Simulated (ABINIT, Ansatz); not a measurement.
# Converging GW for CdBr2 (P6_3mc) in ABINIT

What does each rung of G0W0 on CdBr2 (P6_3mc) cost, and what does it buy?

Main program and level: ABINIT 10.8.3; LDA and many-body steps on it, plane waves.

The database entry behind the starting cell has ideal inner coordinates that were not refined, so it need not match the best structure at ambient conditions.

### 1. The starting structure

The structure is hexagonal, space group P6_3mc (No. 186). Conventional cell: a = 3.985 Å, b = 3.985 Å, c = 12.561 Å, α = 90.00°, β = 90.00°, γ = 120.00°. Nearest to Cd lie 6 Br at 2.79 Å. Nearest to Br lie 3 Cd at 2.79 Å. Nearest to Br lie 3 Cd at 2.79 Å. Farther neighbours and most contacts between anions are not listed.

Coordinates:

```cif
data_structure
_symmetry_space_group_name_H-M 'P 1'
_symmetry_Int_Tables_number 1
_cell_length_a 3.9850
_cell_length_b 3.9850
_cell_length_c 12.5610
_cell_angle_alpha 90.000
_cell_angle_beta 90.000
_cell_angle_gamma 120.000
_cell_volume 172.75
loop_
_atom_site_label
_atom_site_type_symbol
_atom_site_fract_x
_atom_site_fract_y
_atom_site_fract_z
_atom_site_occupancy
Cd1 Cd 0.33333 0.66667 0.37500 1
Cd2 Cd 0.66667 0.33333 0.87500 1
Br3 Br 0.33333 0.66667 0.00000 1
Br4 Br 0.66667 0.33333 0.50000 1
Br5 Br 0.00000 0.00000 0.25000 1
Br6 Br 0.00000 0.00000 0.75000 1
```

The cell and positions come from the Crystallography Open Database and are kept as given unless a step says otherwise.

### 2. Empty states on the mesh, 3×3×1 mesh, 477 bands

This step: ABINIT 10.8.3; DFT, LDA, plane waves, norm-conserving pseudopotentials.

The sums over transitions need many empty states on a uniform mesh; this step solves for them.

File run.abi:

```
acell 3*1.0 Angstrom
rprim 
  3.985000000011 -0.000000000003 0.000000000000
  -1.992500000003 3.451111234092 0.000000000000
  0.000000000000 0.000000000000 12.561000000000
ntypat 2
znucl 48 35
natom 6
typat 1 1 2 2 2 2
xred 
  0.333333333333 0.666666666667 0.375000000000
  0.666666666667 0.333333333333 0.875000000000
  0.333333333333 0.666666666667 0.000000000000
  0.666666666667 0.333333333333 0.500000000000
  0.000000000000 0.000000000000 0.250000000000
  0.000000000000 0.000000000000 0.750000000000
pp_dirpath "pseudos"
pseudos "Cd.upf, Br.upf"
ecut 47
ngkpt 3 3 1
nshiftk 1
shiftk 0 0 0
kptopt 1
chksymbreak 0
iscf -2
irdden 1
istwfk *1
nband 477
nbdbuf 42
tolwfr 1e-09
nstep 60
prtvol 0
indata_prefix "in"
outdata_prefix "out"
tmpdata_prefix "tmp"
```

Command:

```sh
> OMP_NUM_THREADS=1 mpirun -n 3 abinit run.abi > log
```

Numbers of over 12 decimals in the logs are rounded to 6 here.

Log:

```text
.Version 10.8.3 of ABINIT. v10.8.2 released Aug 2026.

 Symmetries : space group P6_3 m c (#186); Bravais hP (primitive hexag.)
[... echo of the input left out ...]
== DATASET  1 ==================================================================
-   mpi_nproc: 3, omp_nthreads: 1 (-1 if OMP is not activated)

--- !DatasetInfo
iteration_state: {dtset: 1, }
dimensions: {natom: 6, nkpt: 3, mband: 477, nsppol: 1, nspinor: 1, nspden: 1, mpw: 18043, }
cutoff_energies: {ecut:  47.0, pawecutdg:  -1.0, }
[...]
3.72699    3.72782    3.72782    3.72877    3.74312    3.76372    3.76372    3.76690
   3.76926    3.79569    3.79572    3.80152    3.80166    3.80828    3.80839    3.85013
   3.85442    3.85546    3.85706    3.86139    3.86236
 prteigrs : prtvol=0 or 1, do not print more k-points.

== END DATASET(S) ==============================================================
================================================================================

 -outvars: echo values of variables after computation  --------
            nband         477
             nkpt           3
          spgroup         186
 [... the other variables as echoed above ...]

 Calculation completed.
```

Elapsed: 22 min, on 3 MPI ranks of Intel Xeon Platinum 8559C (Emerald Rapids), shared host; peak memory 0.85 GiB.

This step gave:

| Quantity | Value |
| --- | --- |
| gap | 2.527 eV |
| k of the valence top | 0, 0, 0 |
| k of the conduction bottom | 0, 0, 0 |
| least direct gap | 2.527 eV |
| k points computed | 3 |
| lowest point of the top converged band, above the valence top | 96.0176 eV |

On this mesh the gap is 2.527 eV.

The density comes from a self-consistent run that is not shown.

### 3. Screening, 3×3×1 mesh, 84 bands, screening to 76.2 eV

The RPA dielectric matrix is built and inverted for each q.

This step: RPA screening on LDA, plane waves, norm-conserving pseudopotentials.

run.abi: that of step 2 with these lines changed.

```diff
@@ -24,10 +24,11 @@
 chksymbreak 0
-iscf -2
-irdden 1
 istwfk *1
-nband 477
-nbdbuf 42
-tolwfr 1e-09
-nstep 60
-prtvol 0
+occopt 1
+irdwfk 1
+optdriver 3
+nband 84
+ecuteps 2.8
+inclvkb 2
+awtr 1
+symchi 1
 indata_prefix "in"
```

Command:

```sh
> OMP_NUM_THREADS=1 mpirun -n 4 abinit run.abi > log
```

Log:

```text
.Version 10.8.3 of ABINIT. v10.8.2 released Aug 2026.

 Symmetries : space group P6_3 m c (#186); Bravais hP (primitive hexag.)
[... echo of the input left out ...]
== DATASET  1 ==================================================================
-   mpi_nproc: 4, omp_nthreads: 1 (-1 if OMP is not activated)

--- !DatasetInfo
iteration_state: {dtset: 1, }
dimensions: {natom: 6, nkpt: 3, mband: 84, nsppol: 1, nspinor: 1, nspden: 1, mpw: 18043, }
cutoff_energies: {ecut:  47.0, pawecutdg:  -1.0, }
electrons: {nelect:   6.80000000E+01, charge:   0.00000000E+00, occopt:   1.00000000E+00, tsmear:   1.00000000E-02, }

 SCREENING: Calculation of the susceptibility and dielectric matrices

 Based on a program developped by R.W. Godby, V. Olevano, G. Onida, and L. Reining.
 Incorporated in ABINIT by V. Olevano, G.-M. Rignanese, and M. Torrent.
.Using double precision arithmetic ; gwpc =  8

[... cell and pseudopotentials left out ...]
--------------------------------------------------------------------------------

 ==== K-mesh for the wavefunctions ====
 Number of points in the irreducible wedge :     3
[... list of points left out ...]
 Together with 12 symmetry operations and time-reversal symmetry
 yields     9 points in the full Brillouin Zone.

 ==== Q-mesh for the screening function ====
 Number of points in the irreducible wedge :     3
[... list of points left out ...]
 Together with 12 symmetry operations and time-reversal symmetry
 yields     9 points in the full Brillouin Zone.

 setmesh: FFT mesh size selected  =    25x   25x   96
          total number of points  =        60000

 vcoul_init : cutoff-mode = AUXILIARY_FUNCTION
 q-points for optical limit:   1
     1)      0.000010    0.000020    0.000030

- screening: taking advantage of time-reversal symmetry
- Maximum band index for partially occupied states nbvw = 34
- Remaining bands to be divided among processors   nbcw = 50
- Number of bands treated by each node ~12

 Number of electrons calculated from density =   68.0000; Expected =   68.0000
 average of density, n =  0.058331
 r_s =    1.5996
 omega_plasma =   23.2973 [eV]

 calculating chi0 at frequencies [eV] :
  1    0.000000E+00    0.000000E+00
  2    0.000000E+00    2.329732E+01

--------------------------------------------------------------------------------
  q-point number  1        q = ( 0.000000, 0.000000, 0.000000) [r.l.u.]
--------------------------------------------------------------------------------
[... chi0 elements left out ...]
 For q-point:  0.000010 0.000020 0.000030
  dielectric constant =   5.3078
  dielectric constant without local fields =   6.0284

  Average fulfillment of the sum rule on Im[epsilon] for q-point    1 :     40.69  [%]
[... wings left out ...]
  q-point number  2        q = ( 0.333333, 0.000000, 0.000000) [r.l.u.]
--------------------------------------------------------------------------------
[... chi0 elements left out ...]
  Average fulfillment of the sum rule on Im[epsilon] for q-point    2 :     38.87  [%]

 [... 1 further q-points ...]
```

It took 45 s on 4 MPI ranks; peak memory 1.6 GiB; 3 min of CPU time.

Numbers from this step:

| Item | Value |
| --- | --- |
| ε∞ with local fields, on this mesh, along the program's q direction | 5.308 |
| the same without local fields | 6.028 |
| plasma frequency | 23.30 eV |
| plane waves in the screening matrix | 263 |

Local fields lower ε∞ by 12 %. On a Γ-centred mesh this coarse the value itself is usually too large, while a short band sum pulls it down.

### 4. 84 bands, 76.2 eV

The self-energy is evaluated for the states that the input lists, and the levels follow from it, in one-shot runs by the linearised quasiparticle equation.

This step: G0W0 on LDA, plane waves, norm-conserving pseudopotentials.

run.abi: that of step 3 with these lines changed.

```diff
@@ -27,8 +27,15 @@
 irdwfk 1
-optdriver 3
+optdriver 4
 nband 84
+gwcalctyp 0
+ecutsigx 47
+symsigma 1
+nkptgw 1
+kptgw 
+  0.0000000000 0.0000000000 0.0000000000
+bdgw 
+  33 36
 ecuteps 2.8
-inclvkb 2
-awtr 1
-symchi 1
+irdscr 1
+ppmodel 1
 indata_prefix "in"
```

Log:

```text
.Version 10.8.3 of ABINIT. v10.8.2 released Aug 2026.

 Symmetries : space group P6_3 m c (#186); Bravais hP (primitive hexag.)
[... echo of the input left out ...]
== DATASET  1 ==================================================================
-   mpi_nproc: 4, omp_nthreads: 1 (-1 if OMP is not activated)

--- !DatasetInfo
iteration_state: {dtset: 1, }
dimensions: {natom: 6, nkpt: 3, mband: 84, nsppol: 1, nspinor: 1, nspden: 1, mpw: 18043, }
cutoff_energies: {ecut:  47.0, pawecutdg:  -1.0, }
electrons: {nelect:   6.80000000E+01, charge:   0.00000000E+00, occopt:   1.00000000E+00, tsmear:   1.00000000E-02, }

 SIGMA: Calculation of the GW corrections

 Based on a program developped by R.W. Godby, V. Olevano, G. Onida, and L. Reining.
 Incorporated in ABINIT by V. Olevano, G.-M. Rignanese, and M. Torrent.
.Using double precision arithmetic ; gwpc =  8

[... cell and pseudopotentials left out ...]
--------------------------------------------------------------------------------

 ==== K-mesh for the wavefunctions ====
 Number of points in the irreducible wedge :     3
[... list of points left out ...]
 Together with 12 symmetry operations and time-reversal symmetry
 yields     9 points in the full Brillouin Zone.

 ==== Q-mesh for screening function ====
 Number of points in the irreducible wedge :     3
[... list of points left out ...]
 Together with 12 symmetry operations and time-reversal symmetry
 yields     9 points in the full Brillouin Zone.

 vcoul_init : cutoff-mode = AUXILIARY_FUNCTION
 q-points for optical limit:   1
     1)      0.000010    0.000020    0.000030
 setmesh: FFT mesh size selected  =    45x   45x  150
          total number of points  =       303750

 Number of electrons calculated from density =   68.0000; Expected =   68.0000
 average of density, n =  0.058331
 r_s =    1.5996
 omega_plasma =   23.2973 [eV]

 === KS Band Gaps ===
  >>>> For spin  1
   Minimum direct gap =   2.5271 [eV], located at k-point      :   0.0000  0.0000  0.0000
   Fundamental gap    =   2.5271 [eV], Top of valence bands at :   0.0000  0.0000  0.0000
                                       Bottom of conduction at :   0.0000  0.0000  0.0000
 SIGMA fundamental parameters:
 PLASMON POLE MODEL  1
 number of plane-waves for SigmaX                18043
 number of plane-waves for SigmaC and W            263
 number of plane-waves for wavefunctions         18043
 number of bands                                    84
 number of independent spin polarizations            1
 number of spinorial components                      1
 number of k-points in IBZ                           3
 number of q-points in IBZ                           3
 number of symmetry operations                      12
 number of k-points in BZ                            9
 number of q-points in BZ                            9
 number of frequencies for dSigma/dE                 9
 frequency step for dSigma/dE [eV]                0.25
 number of omega for Sigma on real axis              0
 max omega for Sigma on real axis  [eV]           0.00
 zcut for avoiding poles [eV]                     0.10

 EPSILON^-1 parameters (SCR file):
 dimension of the eps^-1 matrix on file            263
 dimension of the eps^-1 matrix used               263
 number of plane-waves for wavefunctions         18043
 number of bands                                    84
 number of q-points in IBZ                           3
 number of frequencies                               2
 number of real frequencies                          1
 number of imag frequencies                          1

 matrix elements of self-energy operator (all in [eV])

 Perturbative Calculation

--- !SelfEnergy_ee
iteration_state: {dtset: 1, }
kpoint     : [   0.000,    0.000,    0.000, ]
spin       : 1
KS_gap     :    2.527
QP_gap     :    4.405
Delta_QP_KS:    1.878
data: !SigmaeeData |
     Band     E0 <VxcDFT>   SigX SigC(E0)      Z dSigC/dE  Sig(E)    E-E0       E
       33   1.953 -14.386 -18.109   3.215   0.798  -0.253 -14.791  -0.405   1.547
       34   1.953 -14.386 -18.109   3.215   0.798  -0.253 -14.791  -0.405   1.547
       35   4.480 -11.189  -6.791  -2.617   0.827  -0.209  -9.716   1.473   5.952
       36   5.830 -12.769  -8.237  -2.467   0.819  -0.221 -11.078   1.691   7.521

== END DATASET(S) ==============================================================
================================================================================

 -outvars: echo values of variables after computation  --------
           etotal      0.0000000000E+00
            nband          84
             nkpt           3
          spgroup         186
 [... the other variables as echoed above ...]

 Calculation completed.
```

The job ended after 6.5 s (4 MPI ranks; peak memory 1.2 GiB; 25 s of CPU time).

This step gave:

* G0W0 gap on the points computed: 4.405 eV
* starting gap on the mesh: 2.527 eV
* k of the valence top: 0, 0, 0
* k of the conduction bottom: 0, 0, 0
* Z at the valence top: 0.798
* Z at the conduction bottom: 0.827
* least direct G0W0 gap on the computed points: 4.405 eV

The gap on the mesh goes from 2.53 eV to 4.41 eV, a correction of +1.88 eV.

### 5. Screening, 3×3×1 mesh, 197 bands, screening to 141.5 eV

This step: RPA screening on LDA, plane waves, norm-conserving pseudopotentials.

run.abi: that of step 4 with these lines changed.

```diff
@@ -27,15 +27,8 @@
 irdwfk 1
-optdriver 4
-nband 84
-gwcalctyp 0
-ecutsigx 47
-symsigma 1
-nkptgw 1
-kptgw 
-  0.0000000000 0.0000000000 0.0000000000
-bdgw 
-  33 36
-ecuteps 2.8
-irdscr 1
-ppmodel 1
+optdriver 3
+nband 197
+ecuteps 5.2
+inclvkb 2
+awtr 1
+symchi 1
 indata_prefix "in"
```

Log:

```text
.Version 10.8.3 of ABINIT. v10.8.2 released Aug 2026.

 Symmetries : space group P6_3 m c (#186); Bravais hP (primitive hexag.)
[... echo of the input left out ...]
== DATASET  1 ==================================================================
-   mpi_nproc: 4, omp_nthreads: 1 (-1 if OMP is not activated)

--- !DatasetInfo
iteration_state: {dtset: 1, }
dimensions: {natom: 6, nkpt: 3, mband: 197, nsppol: 1, nspinor: 1, nspden: 1, mpw: 18043, }
cutoff_energies: {ecut:  47.0, pawecutdg:  -1.0, }
electrons: {nelect:   6.80000000E+01, charge:   0.00000000E+00, occopt:   1.00000000E+00, tsmear:   1.00000000E-02, }

 SCREENING: Calculation of the susceptibility and dielectric matrices

 Based on a program developped by R.W. Godby, V. Olevano, G. Onida, and L. Reining.
 Incorporated in ABINIT by V. Olevano, G.-M. Rignanese, and M. Torrent.
.Using double precision arithmetic ; gwpc =  8

[... cell and pseudopotentials left out ...]
--------------------------------------------------------------------------------

 ==== K-mesh for the wavefunctions ====
 Number of points in the irreducible wedge :     3
[... list of points left out ...]
 Together with 12 symmetry operations and time-reversal symmetry
 yields     9 points in the full Brillouin Zone.

 ==== Q-mesh for the screening function ====
 Number of points in the irreducible wedge :     3
[... list of points left out ...]
 Together with 12 symmetry operations and time-reversal symmetry
 yields     9 points in the full Brillouin Zone.

 setmesh: FFT mesh size selected  =    27x   27x  100
          total number of points  =        72900

 vcoul_init : cutoff-mode = AUXILIARY_FUNCTION
 q-points for optical limit:   1
     1)      0.000010    0.000020    0.000030

- screening: taking advantage of time-reversal symmetry
- Maximum band index for partially occupied states nbvw = 34
- Remaining bands to be divided among processors   nbcw = 163
- Number of bands treated by each node ~40

 Number of electrons calculated from density =   68.0000; Expected =   68.0000
 average of density, n =  0.058331
 r_s =    1.5996
 omega_plasma =   23.2973 [eV]

 calculating chi0 at frequencies [eV] :
  1    0.000000E+00    0.000000E+00
  2    0.000000E+00    2.329732E+01

--------------------------------------------------------------------------------
  q-point number  1        q = ( 0.000000, 0.000000, 0.000000) [r.l.u.]
--------------------------------------------------------------------------------
[... chi0 elements left out ...]
 For q-point:  0.000010 0.000020 0.000030
  dielectric constant =   5.3720
  dielectric constant without local fields =   6.1075

  Average fulfillment of the sum rule on Im[epsilon] for q-point    1 :     65.73  [%]
[... wings left out ...]
  q-point number  2        q = ( 0.333333, 0.000000, 0.000000) [r.l.u.]
--------------------------------------------------------------------------------
[... chi0 elements left out ...]
  Average fulfillment of the sum rule on Im[epsilon] for q-point    2 :     64.35  [%]

 [... 1 further q-points ...]
```

Run time: 2.2 min. Hardware: 4 MPI ranks; peak memory 2.1 GiB; 9 min of CPU time.

This step gave:

```yaml
eps_infinity_with_local_fields_on_this_mesh_along_the_program_s_q_direction: 5.372
the_same_without_local_fields: 6.107
plasma_frequency: 23.30 eV
plane_waves_in_the_screening_matrix: 649
```

[end of part 1 of 2]

[Paths, hosts, dates, memory and timing lines, banners, echoed tables and standing remarks are left out of the program output.]

[Logs are printed without paths, hosts, clocks, repeated set-up lines and the standing remarks that a program may print on its own settings, such as how far it seeks lower states.]

[Runs of the session that timed out or met a known fault of the program may be left out.]

[Hosts, paths, dates, database ids (printed as entryN), source tags and the programs' standing remarks are cut or masked in the printed files.]

[G0W0 gaps are taken among the corrected bands and points alone; a level outside them can change the order at an edge.]

[Where Ansatz stands beside ABINIT at settings called matched, ABINIT's density can come from a denser mesh and the files from another edition; pairs whose starting gaps differed by over 0.03 eV were left out, so agreement reads better than it is.]
